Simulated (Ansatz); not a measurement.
# K on Al(100): change of the work function, part 2 of 2

How does K on the hollow site change the work function of Al(100) as the layer fills?

Ansatz 0.2.0; plane-wave DFT, PBE, Ansatz PAW.

So far, work function, upper face (eV): step 2 (the clean slab) 4.29; step 3 (37 atoms, coverage 0.111 ML, cell 3x3) 1.88.

## 4. Adsorbate added, k-mesh 6×6×1, coverage 0.25 ML (continued)

ELF in the ca plane at fractional y = 0.250, with atoms of Al and K within 0.2 Å of it. It is the smooth field of the valence electrons, not physical close to the nuclei.

Ten even steps from '0' (0.01) to '9' (0.87), each cell a mean:
```
88876666666777766677765200000000134443210000
86566554556644676555543210000001234432210000
41125533356300255333222110000012334332110000
23314432345112045322111100000012333332110000
41125533356300255333322110000012334332110000
86566555556644676555543210000001234432210000
88876666666677766677765200000000134443210000
88876676666667766778874101221000024443211000
98776665566766776666652026886200013554321000
63246544456522465444430179999610013554321000
32214432345111155322210399899720002555321000
32214432345111155322210399799720002555321000
63246544456521465444430179999610013554321000
98776665566766776666652026886200013554321000
88876677666667766778874101221000024443211000
```
Columns run along c (16.0 Å, from fractional 0.32 to 0.92 of the cell), rows up along a (5.7 Å). Atoms in or near the plane, at fractional coordinates: Al at (0.34, 0.25), Al at (0.49, 0.25), Al at (0.34, 0.75), Al at (0.49, 0.75), K at (0.67, 0.25).

The relaxation took 4 steps and lowered the energy by 0.055 eV; the largest force on the free atoms ends at 0.013 eV/Å.

By hand: a sheet of dipoles makes a step −p/(ε₀A) in the electron's potential. With e/ε₀ = 180.95 V·Å, p = 0.4332 e·Å and A = 32.80 Å², that is −180.95 × (0.4332) / 32.80 = -2.389 eV, and the two vacuum levels of the run differ by -2.390 eV.

The covered face has 1.92 eV, -2.37 eV against the clean one; the bare back face has moved by +0.01 eV, a measure of how thin the slab is.

## 5. Adsorbate added, k-mesh 6×6×1, coverage 0.5 ML

System of this step: KAl8 (K/Al(100)). The cell holds 18 atoms: 16 Al and 2 K. Its edges and angles: a = 5.728 Å, b = 5.728 Å, c = 26.738 Å, α = 90.0°, β = 90.0°, γ = 90.0°. Vacuum lies along c.

File input.yaml:

```yaml
crystal:
  lattice:
    - [5.7275649276, 0.0, 0.0]
    - [0.0, 5.7275649276, 0.0]
    - [0.0, 0.0, 26.7384886602]
  atoms:
    - { symbol: Al, position: [0.25, 0.25, 0.3365934445] }
    - { symbol: Al, position: [0.0, 0.0, 0.4123269695] }
    - { symbol: Al, position: [0.25, 0.25, 0.4874745338] }
    - { symbol: Al, position: [0.0, 0.0, 0.5642013034] }
    - { symbol: Al, position: [0.25, 0.75, 0.3365934445] }
    - { symbol: Al, position: [0.0, 0.5, 0.4123269695] }
    - { symbol: Al, position: [0.25, 0.75, 0.4874745338] }
    - { symbol: Al, position: [0.0, 0.5, 0.5642013034] }
    - { symbol: Al, position: [0.75, 0.25, 0.3365934445] }
    - { symbol: Al, position: [0.5, 0.0, 0.4123269695] }
    - { symbol: Al, position: [0.75, 0.25, 0.4874745338] }
    - { symbol: Al, position: [0.5, 0.0, 0.5642013034] }
    - { symbol: Al, position: [0.75, 0.75, 0.3365934445] }
    - { symbol: Al, position: [0.5, 0.5, 0.4123269695] }
    - { symbol: Al, position: [0.75, 0.75, 0.4874745338] }
    - { symbol: Al, position: [0.5, 0.5, 0.5642013034] }
    - { symbol: K, position: [0.25, 0.25, 0.6634065555] }
    - { symbol: K, position: [0.75, 0.75, 0.6634065555] }
kpoints:
  mp_grid: { grid: [6, 6, 1] }
hamiltonian:
  xc: pbe
scf:
  occupations: { method: fermi_dirac, width: 0.1 }
  convergence: { dr2_threshold: 1.0e-08 }
efield:
  axis: 3
  dipole_correction: true
  ramp_position: 0.97
  ramp_width: 0.06
relax:
  f_tol: 0.02
  max_steps: 60
  constraints: [{ sites: [0, 1, 4, 5, 8, 9, 12, 13] }]
output:
  dos: { projected: true, e_range: [-8, 4] }
  write_potential: true
  write_density: true
  volumetric_format: npy
  elf: true
```

On the command line:

```sh
> ansatz run input.yaml --threads 2 --pin off --max-ram 4096MiB --backend cpu --events-out ev --progress --plain --runs-dir out
```

Wall time 92 s (2 threads of Arm Neoverse V1, shared host); peak memory 1.1 GiB; 3 min of CPU time.

Relaxation path:

```
step  energy less that of the first step (eV)  largest force component (eV/Å)
   1                                   0.0000                          0.6537
   2                                  -0.1556                          0.2905
   3                                  -0.2038                          0.0736
   4                                  -0.2078                          0.0172
```

The run keeps the 16 symmetry operations that the program found, so distortions that break them were not tested.

The atoms that moved most (Å):

```
atom     dx     dy      dz  length
 K18  0.000  0.000   0.364   0.364
 K17  0.000  0.000   0.364   0.364
 Al4  0.000  0.000  -0.012   0.012
 Al8  0.000  0.000  -0.012   0.012
Al16  0.000  0.000  -0.012   0.012
Al12  0.000  0.000  -0.012   0.012
 Al7  0.000  0.000   0.010   0.010
Al11  0.000  0.000   0.010   0.010
```

The relaxed structure:

```cif
data_structure
_symmetry_space_group_name_H-M 'P 1'
_symmetry_Int_Tables_number 1
_cell_length_a 5.7276
_cell_length_b 5.7276
_cell_length_c 26.7385
_cell_angle_alpha 90.000
_cell_angle_beta 90.000
_cell_angle_gamma 90.000
_cell_volume 877.16
loop_
_atom_site_label
_atom_site_type_symbol
_atom_site_fract_x
_atom_site_fract_y
_atom_site_fract_z
_atom_site_occupancy
Al1 Al 0.25000 0.25000 0.33659 1
Al2 Al 0.00000 0.00000 0.41233 1
Al3 Al 0.25000 0.25000 0.48784 1
Al4 Al 0.00000 0.00000 0.56375 1
Al5 Al 0.25000 0.75000 0.33659 1
Al6 Al 0.00000 0.50000 0.41233 1
Al7 Al 0.25000 0.75000 0.48786 1
Al8 Al 0.00000 0.50000 0.56375 1
Al9 Al 0.75000 0.25000 0.33659 1
Al10 Al 0.50000 0.00000 0.41233 1
Al11 Al 0.75000 0.25000 0.48786 1
Al12 Al 0.50000 0.00000 0.56375 1
Al13 Al 0.75000 0.75000 0.33659 1
Al14 Al 0.50000 0.50000 0.41233 1
Al15 Al 0.75000 0.75000 0.48784 1
Al16 Al 0.50000 0.50000 0.56375 1
K17 K 0.25000 0.25000 0.67703 1
K18 K 0.75000 0.75000 0.67703 1
```

The relaxation took 4 steps and lowered the energy by 0.21 eV; the largest force on the free atoms ends at 0.017 eV/Å.

The covered face has 2.70 eV, -1.60 eV against the clean one; the bare back face has moved by +0.03 eV, a measure of how thin the slab is.

## 6. Work function against coverage

This step: plane-wave DFT, PBE, Ansatz PAW; work function against coverage (Ansatz 0.2.0).

The runs are now put side by side.

This step gave:

```
work function of the clean face     : 4.293 eV
largest change of the work function : -2.409 eV
```

Table of work function of the covered face by coverage:

```
coverage (adsorbates/nm²)  work function of the covered face (eV)
                     0.00                                    4.29
                     1.35                                    1.88
                     3.05                                    1.92
                     6.10                                    2.70
```

The dipole per adsorbate comes from the change of the cell's dipole. Coverage, by row:

| coverage (1/nm²) | coverage (ML) | work function (eV) | change (eV) | dipole per adsorbate, positive end outwards (debye) | mean height of the added atoms over the highest substrate atom (Å) |
| --- | --- | --- | --- | --- | --- |
| 1.355 | 0.1111 | 1.884 | -2.409 | 4.727 | 2.784 |
| 3.048 | 0.25 | 1.919 | -2.374 | 2.073 | 2.887 |
| 6.097 | 0.5 | 2.695 | -1.598 | 0.708 | 3.029 |

## 7. Summary of results

| Item | Value |
| --- | --- |
| work function of the clean face | 4.29 eV |
| work function at 0.11 ML | 1.88 eV |
| work function at 0.25 ML | 1.92 eV |
| work function at 0.5 ML | 2.70 eV |
| dipole per adsorbate at 0.11 ML, positive end outwards | 4.73 D |

In words: K lowers the work function of Al(100) at the lowest coverage, by 2.41 eV: the adsorbate layer has its positive end outwards. The dipole per adsorbate falls from 4.73 to 0.71 D as the layer fills. Neighbouring dipoles depolarise each other, and heights and bonding change with coverage too. The slab has 4 layers, at the tabulated experimental lattice constant, one starting site was run, and quantum-size effects of a slab this thin can reach one or two tenths of an eV.

[Long decimals in the printed logs are rounded to 6 places.]

[Logs are printed without paths, hosts, clocks, repeated set-up lines and the standing remarks that a program may print on its own settings, such as how far it seeks lower states.]

[Hosts, paths, dates, database ids (printed as entryN), source tags and the programs' standing remarks are cut or masked in the printed files.]

[Maps of the electrostatic potential energy from Ansatz leave out the sawtooth potential of an applied field or a dipole correction, so their vacuum need not be flat; planar profiles and work functions include it.]
